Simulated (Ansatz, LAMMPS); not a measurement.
## Relaxing Li+ PF6- in dimethoxyethane and ethylene carbonate, from a frame at 400 K (198 atoms)

How does Li+ PF6- in dimethoxyethane and ethylene carbonate, from a frame at 400 K (198 atoms) relax, and what do bonds, charges and levels look like afterwards?

Program: Ansatz 0.2.0. Level of theory: Kohn-Sham DFT, PBE+D3(BJ), PAW (set soft_2), plane waves. Results are calculated unless marked as measured.

## Step 1: Starting point

The cell holds 198 atoms: 45 C, 33 O, 88 H, 4 P, 24 F and 4 Li. Cell: a = 13.146 Å, b = 13.146 Å, c = 13.146 Å, α = 90.0°, β = 90.0°, γ = 90.0°. 6 dimethoxyethane, 7 ethylene carbonate, 4 Li+, 4 PF6- placed at random, at 1.29 g/cm³; overlaps pushed apart, then 10 ps at 550 K with stiff harmonic cages for PF6 and BF4 with UFF radii; Joung-Cheatham ions (J. Phys. Chem. B 112, 9020 (2008)); MMFF94 bonds, angles, torsions, charges and radii (Halgren, J. Comput. Chem. 17, 490 (1996)) in harmonic and 12-6 forms; charges of ions scaled by 0.8. Snapshot after 30 ps at 400 K and fixed volume.

What the set-up can't give: The network of contacts between molecules at the start is that of the classical potential that made the cell. The density was typed from a rule of thumb and may lie off the real one at this temperature. Sampling is at Γ alone, for a cell whose shortest periodic width is 13 Å.

## Step 2: How the cell was made

A classical potential supplies the starting structure, since it reaches far longer times than DFT.

This step: classical MD, stiff harmonic cages for PF6 and BF4 with UFF radii; Joung-Cheatham ions (J. Phys. Chem. B 112, 9020 (2008)); MMFF94 bonds, angles, torsions, charges and radii (Halgren, J. Comput. Chem. 17, 490 (1996)) in harmonic and 12-6 forms; charges of ions scaled by 0.8 (LAMMPS 22 Jul 2025 - Update 4).

File in.lmp:

```
# Li+ PF6- in dimethoxyethane and ethylene carbonate
units real
atom_style full
boundary p p p
bond_style harmonic
angle_style harmonic
dihedral_style opls
improper_style harmonic
special_bonds lj 0 0 0.5 coul 0 0 0.75
read_data data.lmp
neigh_modify delay 0 every 1 check yes one 4000
comm_modify cutoff 12.0
timestep 0.5
thermo_style custom step time temp pe press density
thermo_modify norm yes
# push overlapping molecules apart
pair_style soft 2.6
pair_coeff * * 0.0
variable a equal ramp(1,60)
fix ad all adapt 1 pair soft a * * v_a
velocity all create 550 110787 mom yes dist gaussian
fix lim all nve/limit 0.03
fix lan all langevin 550 550 50 110788 zero yes
thermo 1000
run 3000 post no
unfix ad
pair_style lj/cut/coul/long 9.0
pair_modify mix arithmetic tail yes
pair_coeff 1 1 0.0678 3.3680   # C
pair_coeff 2 2 0.0763 3.0430   # O
pair_coeff 3 3 0.0216 2.5400   # H
pair_coeff 4 4 0.0763 2.9870   # O
pair_coeff 5 5 0.0678 3.4070   # C
pair_coeff 6 6 0.3050 3.6946   # P
# [... 20 lines left out ...]
compute msd all msd com yes
thermo 7500
fix md all nvt temp 400 400 100
run 30000 post no
print "== T400: mean square displacement over the hold $(c_msd[4]:%.2f) A^2"
unfix md
uncompute msd
write_dump all custom T400.dump id type xs ys zs modify sort id
```

The run is started by

```sh
$ lmp -in in.lmp -log none -nocite
```

Numbers of over 12 decimals in the logs are rounded to 6 here.

The log of the run:

```text
LAMMPS (22 Jul 2025 - Update 4)
Reading data file ...
  orthogonal box = (0 0 0) to (13.14569 13.14569 13.14569)
  198 atoms
  orthogonal box = (0 0 0) to (13.14569 13.14569 13.14569)
  232 bonds
  275 angles
  259 dihedrals
  7 impropers
WARNING: Bond/angle/dihedral extent > half of periodic box length
   Step          Time           Temp          PotEng         Press         Density
         0   0              550            0.56757446     3889.2745      1.2900013
      1000   500            527.07305      1.9741118      18234.743      1.2900013
      2000   1000           526.47402      1.9085552      10990.857      1.2900013
      3000   1500           519.05861      1.8344484      12269.189      1.2900013
WARNING: Bond/angle/dihedral extent > half of periodic box length
Loop time of 0.32193 s on 1 MPI rank(s) for 3000 steps with 198 atoms
PPPM initialization ...
  G vector (1/distance) = 0.29853027
  grid = 8 8 8
[... 31 lines left out ...]
Loop time of 6.29029 s on 1 MPI rank(s) for 10000 steps with 198 atoms
WARNING: Bond/angle/dihedral extent > half of periodic box length
   Step          Time           Temp          PotEng         Press         Density
[... 4 lines left out ...]
WARNING: Bond/angle/dihedral extent > half of periodic box length
Loop time of 3.13661 s on 1 MPI rank(s) for 5000 steps with 198 atoms
WARNING: Bond/angle/dihedral extent > half of periodic box length
   Step          Time           Temp          PotEng         Press         Density
[... 2 lines left out ...]
     30000   29000          414.19337     -2.1488953      8428.9353      1.2900013
     37500   36500          415.10044     -1.9837978      11322.946      1.2900013
     45000   44000          347.16005     -2.1805436     -1747.6393      1.2900013
     47000   46000          427.07154     -2.1966914      1137.6112      1.2900013
WARNING: Bond/angle/dihedral extent > half of periodic box length
Loop time of 18.6287 s on 1 MPI rank(s) for 30000 steps with 198 atoms
== T400: mean square displacement over the hold 16.92 A^2
```

Elapsed: 30 s, on 1 thread of Arm Neoverse V2, shared host; peak memory 0.12 GiB.

The input also reads data.lmp (atoms, bonds and types; not printed here).

## Step 3: Single point at the start

A single point comes first, to see the forces before anything moves.

File input.yaml:

```yaml
crystal:
  lattice:
    - [13.14569, 0.0, 0.0]
    - [0.0, 13.14569, 0.0]
    - [0.0, 0.0, 13.14569]
  atoms:
    - { symbol: C, position: [0.76783, 0.41764, 0.88865] }
    - { symbol: O, position: [0.87017, 0.42558, 0.92772] }
    - { symbol: C, position: [0.87455, 0.42635, 0.03479] }
    - { symbol: C, position: [0.98179, 0.39943, 0.06363] }
    - { symbol: O, position: [0.0436, 0.47456, 0.02072] }
    - { symbol: C, position: [0.14352, 0.46414, 0.05824] }
    - { symbol: H, position: [0.71676, 0.46872, 0.92869] }
    - { symbol: H, position: [0.74771, 0.33627, 0.89731] }
    - { symbol: H, position: [0.77518, 0.43144, 0.80291] }
    - { symbol: H, position: [0.84874, 0.50149, 0.04884] }
    - { symbol: H, position: [0.82587, 0.36594, 0.07281] }
    - { symbol: H, position: [0.99421, 0.40512, 0.14304] }
    - { symbol: H, position: [0.00527, 0.32954, 0.0307] }
    - { symbol: H, position: [0.1869, 0.53068, 0.02777] }
    - { symbol: H, position: [0.16391, 0.38937, 0.02198] }
    - { symbol: H, position: [0.14372, 0.46754, 0.14506] }
    - { symbol: C, position: [0.56124, 0.00082, 0.7241] }
    - { symbol: O, position: [0.65474, 0.05341, 0.718] }
    - { symbol: C, position: [0.73432, 0.97917, 0.72829] }
    - { symbol: C, position: [0.83374, 0.04226, 0.7292] }
    - { symbol: O, position: [0.82559, 0.12703, 0.65926] }
    - { symbol: C, position: [0.91299, 0.19413, 0.68037] }
    - { symbol: H, position: [0.56222, 0.94737, 0.66445] }
    - { symbol: H, position: [0.49532, 0.05252, 0.71434] }
    - { symbol: H, position: [0.5538, 0.96366, 0.79637] }
    - { symbol: H, position: [0.73502, 0.9341, 0.80143] }
    - { symbol: H, position: [0.73119, 0.92456, 0.66453] }
    - { symbol: H, position: [0.84595, 0.07626, 0.804] }
    - { symbol: H, position: [0.89462, 0.99294, 0.70741] }
    - { symbol: H, position: [0.9018, 0.23474, 0.74964] }
    - { symbol: H, position: [0.90968, 0.25178, 0.62052] }
    - { symbol: H, position: [0.98972, 0.1563, 0.67124] }
    [... 160 atom lines left out ...]
    - { symbol: F, position: [0.23022, 0.84391, 0.66053] }
    - { symbol: F, position: [0.20753, 0.90354, 0.49603] }
    - { symbol: Li, position: [0.46464, 0.84096, 0.09451] }
    - { symbol: Li, position: [0.96599, 0.53822, 0.89657] }
    - { symbol: Li, position: [0.07573, 0.49904, 0.44284] }
    - { symbol: Li, position: [0.69249, 0.1543, 0.60813] }
kpoints:
  mp_grid: { grid: [1, 1, 1] }
hamiltonian:
  xc: pbe
  dispersion: d3bj
scf:
  occupations: { method: fixed }
output:
  forces: true
  stress: true
  populations: true
  dos:
    method: { smearing: { sigma: 0.1 } }
    de: 0.1
    projected: { site_lists: { C: [C], F: [F], H: [H], Li: [Li], O: [O] } }
  eigenvalues: true
```

The run is started by

```sh
$ ansatz run input.yaml --threads 4 --pin off --max-ram 8192MiB --backend cpu --events-out ev --progress --plain --runs-dir out
```

The log of the run:

```text
Engine: ansatz 0.2.0, aarch64-unknown-linux-gnu
Pseudopotentials: kind: paw
Pseudopotential: C, paw, valence charge 4, recommended cutoff 420 eV (normal), C.paw.azcp
Pseudopotential: O, paw, valence charge 6, recommended cutoff 420 eV (normal), O.paw.azcp
Pseudopotential: H, paw, valence charge 1, recommended cutoff 420 eV (normal), H.paw.azcp
Pseudopotential: P, paw, valence charge 5, recommended cutoff 420 eV (normal), P.paw.azcp
Pseudopotential: F, paw, valence charge 7, recommended cutoff 420 eV (normal), F.paw.azcp
Pseudopotential: Li, paw, valence charge 3, recommended cutoff 420 eV (normal), Li.paw.azcp
[... 5 lines on functional and potentials left out ...]
Crystal: 198 atoms, lattice volume = 2271.696 Å³
Basis set: ecut = 420 eV, 44299 PW (Γ), exchange–correlation on 180×180×180 points (8 copies of the dense FFT grid, shifted against one another)
Bands: 531, of which v1, the nominal top of the filled ones, is band 333 counted from 1 (332 counted from 0)
Symmetry: 1 space group operations
Space group: P1 (ITA 1), of the structure as read, at distance tolerance 1.3e-4 Å
k-points: 1
[... 13 lines on functional and potentials left out ...]
Initial density: superposition of atomic densities (neutral atoms: chi_scale 0, normalization atom), corrected by the library's trained network
Initial wavefunctions: pseudopotential atomic-orbital guess
Functional: x = pbe(κ = 0.804, μ = 0.219515), c = pbe(β = 0.066725)
SCF iter   1: F=—  HF=-54666.246724 eV  |F-HF|=—  |Δ(HF+E_count)|=         —  Δρ=5.57e-3  dr2=9.40e-1  ethr=1.77e-3  ⟨swp⟩=4.0  Hψ=2040  notcnv=0  defer=194
preconditioner: auto → Resta (q_TF=auto, 2.224 Å⁻¹)  ε∞=2.4  [insulator: Δε(μ)=4.595 eV  Ē_g=17.045 eV  n_scr=436 (ndim 8)  ℏωp=19.8 eV  f_vac=0.310  ε∞_Penn≈2.4]
SCF iter   2: F=—  HF=-54666.034234 eV  |F-HF|=—  |Δ(HF+E_count)|=   2.12e-1  Δρ=2.92e-3  dr2=2.22e-1  ethr=1.41e-4  ⟨swp⟩=3.0  Hψ=888  notcnv=0  defer=196
SCF iter   3: F=—  HF=-54666.001394 eV  |F-HF|=—  |Δ(HF+E_count)|=   3.28e-2  Δρ=1.63e-3  dr2=7.56e-2  ethr=3.33e-5  ⟨swp⟩=3.0  Hψ=642  notcnv=0  defer=196
SCF iter   4: F=—  HF=-54665.985558 eV  |F-HF|=—  |Δ(HF+E_count)|=   1.58e-2  Δρ=6.19e-4  dr2=1.04e-2  ethr=1.14e-5  ⟨swp⟩=3.0  Hψ=908  notcnv=0  defer=196
SCF iter   5: F=—  HF=-54665.983514 eV  |F-HF|=—  |Δ(HF+E_count)|=   2.04e-3  Δρ=2.72e-4  dr2=1.68e-3  ethr=1.57e-6  ⟨swp⟩=3.0  Hψ=720  notcnv=0  defer=196
SCF iter   6: F=—  HF=-54665.983249 eV  |F-HF|=—  |Δ(HF+E_count)|=   2.65e-4  Δρ=1.11e-4  dr2=2.41e-4  ethr=2.53e-7  ⟨swp⟩=2.0  Hψ=662  notcnv=0  defer=196
SCF iter   7: F=—  HF=-54665.983234 eV  |F-HF|=—  |Δ(HF+E_count)|=   1.51e-5  Δρ=3.21e-5  dr2=2.06e-5  ethr=3.61e-8  ⟨swp⟩=2.0  Hψ=654  notcnv=0  defer=196
SCF iter   8: F=—  HF=-54665.983762 eV  |F-HF|=—  |Δ(HF+E_count)|=   5.28e-4  Δρ=1.85e-5  dr2=6.67e-6  ethr=3.09e-9  ⟨swp⟩=3.0  Hψ=1030  notcnv=0  defer=196
SCF iter   9: F=—  HF=-54665.983761 eV  |F-HF|=—  |Δ(HF+E_count)|=   6.01e-7  Δρ=5.65e-6  dr2=6.40e-7  ethr=1.00e-9  ⟨swp⟩=3.0  Hψ=663  notcnv=0  defer=196
SCF iter  10: F=-54665.983761 eV  HF=-54665.983761 eV  |F-HF|=2.09e-8  |Δ(HF+E_count)|=   6.43e-8  Δρ=2.07e-6  dr2=9.01e-8  ethr=1.50e-11  ⟨swp⟩=22.0  Hψ=4581  notcnv=0
SCF 1 converged in 10 iterations: F = -54665.983761 eV  dr2 = 9.01e-8
  greatest PAW one-centre occupation: 1.000 electrons in one spin orbital (limit 2), on the Li atom at site 194 (counted from 0), in its partial waves of l = 0
SCF converged after 10 iterations
Free energy (F): -54665.983761 eV
Harris-Foulkes:  -54665.983761 eV  (|F-HF|=2.09e-8)
Internal energy: -54665.983761 eV  (E = F + TS)
E sigma→0 (E₀):  -54665.983761 eV
Fermi energy:    -0.502295 eV
--- Per-component energies (eV) ---
  E_band       = -6275.228127
  E_kinetic    = 16526.494975
  E_local      = -67106.110981  (includes V_loc(G=0)·N_el)
  E_nonlocal   = 4703.518786
  E_hartree    = 26189.631622
  E_xc         = -7587.065993
  E_vxc        = -9549.773698  (∫ρ·V_xc dr)
  E_paw        = -16922.379701  (= ΣΔE_a)
  E_vpaw       = -3228.631233  (= ΣTr[D̂ρ^β])
  E_aug_tail   = 0.009766  (compensation charges beyond the density's cutoff)
  E_ewald      = -10460.506910
  E_disp       = -9.575326  (pairwise vdW)
  E_smearing   = -0.000000  (= −TS)
  E_closure    = -0.000000  (closes the sum)
  Σ components = -54665.983761   (vs F -54665.983761, Δ=0.00e0)
--- Forces (eV/Å), atoms counted from 1 ---
  atom   1  C      1.28734335    -1.07341777    -1.67471664
  atom   2  O     -0.16403899    -0.50148754    -1.16942525
  atom   3  C     -0.34260939    -2.19209121     0.41587041
  atom   4  C     -0.76709004     1.91507127    -0.61723935
  atom   5  O     -0.38320067     1.67003149    -0.60642761
  atom   6  C      0.33251502     0.01312781    -0.21226878
  atom   7  H     -0.33468616     0.28909127    -0.02163109
  atom   8  H     -0.49567910     0.32085335     0.14192560
  atom   9  H     -0.45818736     0.08340368     1.54677588
  atom  10  H     -0.22157992     1.17414428     1.63109354
  atom  11  H      0.03597592     0.76376002    -0.62484085
  atom  12  H     -0.14235552    -0.59271174     1.52703124
  atom  13  H      0.03669931    -1.63822263    -0.10644659
  atom  14  H     -0.19697371    -0.90970082     0.14898263
[...]
atom 197  Li     0.51551356     0.30459887    -0.49423952
  atom 198  Li    -0.27306802     0.13854581     0.09993754
  max |Σ_I F_I| component: 1.48e-4 eV/Å
--- Stress (GPa, compression-positive) ---
        2.312596       0.637725       0.626842
        0.637725       1.396406      -0.485538
        0.626842      -0.485538       3.376415
  P = ⅓ Tr σ = 2.3618 GPa (23.618 kbar)
--- Band table (eV) ---
  k-point 0: bands = ["-44.3539", "-44.3209", "-44.1702", "-43.3180", [... 515 levels ...], "11.1774", "11.1941", "11.2485", "11.2639", "11.2845", "11.3104", "11.3160", "11.3678", "11.4031", "11.4408", "11.4447", "11.4828"]
--- Löwdin populations: 198 sites ---
  site symbol       q [e]
     0      C      4.2230
     1      O      6.3761
     2      C      4.0640
[...]
197     Li      2.2101
  spilling = 0.012702 (of n_electrons = 666.000000)
```

Elapsed: 49 s, on 4 threads of Arm Neoverse V2, shared host; peak memory 3.3 GiB.

Read from the output:

* free energy: -54665.9838 eV
* free energy per atom: -276.0908 eV/atom
* SCF cycles: 10
* pressure: 2.362 GPa
* r.m.s. force component: 1.078 eV/Å
* longest force: 5.735 eV/Å
* Fermi energy: -0.5023 eV
* gap (highest filled to lowest empty level): 3.944 eV
* spilling of the projection: 0.0127

The r.m.s. force component of 1.1 eV/Å and the pressure of 2.4 GPa set the starting point.

Length of the force by element:

| element | coordination | atoms | mean length of the force (eV/Å) | spread | least | most |
| --- | --- | --- | --- | --- | --- | --- |
| C | all | 45 | 2.32 | 1.14 | 0.395 | 5.73 |
| F | all | 24 | 1.79 | 0.959 | 0.401 | 3.91 |
| H | all | 88 | 1.09 | 0.511 | 0.142 | 2.57 |
| Li | all | 4 | 0.490 | 0.180 | 0.322 | 0.776 |
| O | all | 33 | 1.94 | 0.697 | 0.683 | 3.68 |
| P | all | 4 | 2.03 | 1.08 | 0.286 | 3.25 |

(Continued in part 2 of 3.)

[Logs are printed without paths, hosts, clocks, repeated set-up lines and the standing remarks that a program may print on its own settings, such as how far it seeks lower states.]

[Hosts, paths, dates, database ids (printed as entryN), source tags and the programs' standing remarks are cut or masked in the printed files.]

[The MMFF94 radii named for the starting cell were scaled by 0.96; in molecules described by MMFF94, hydrogen bound to N, O or S took a small fixed 12-6 site in their place.]
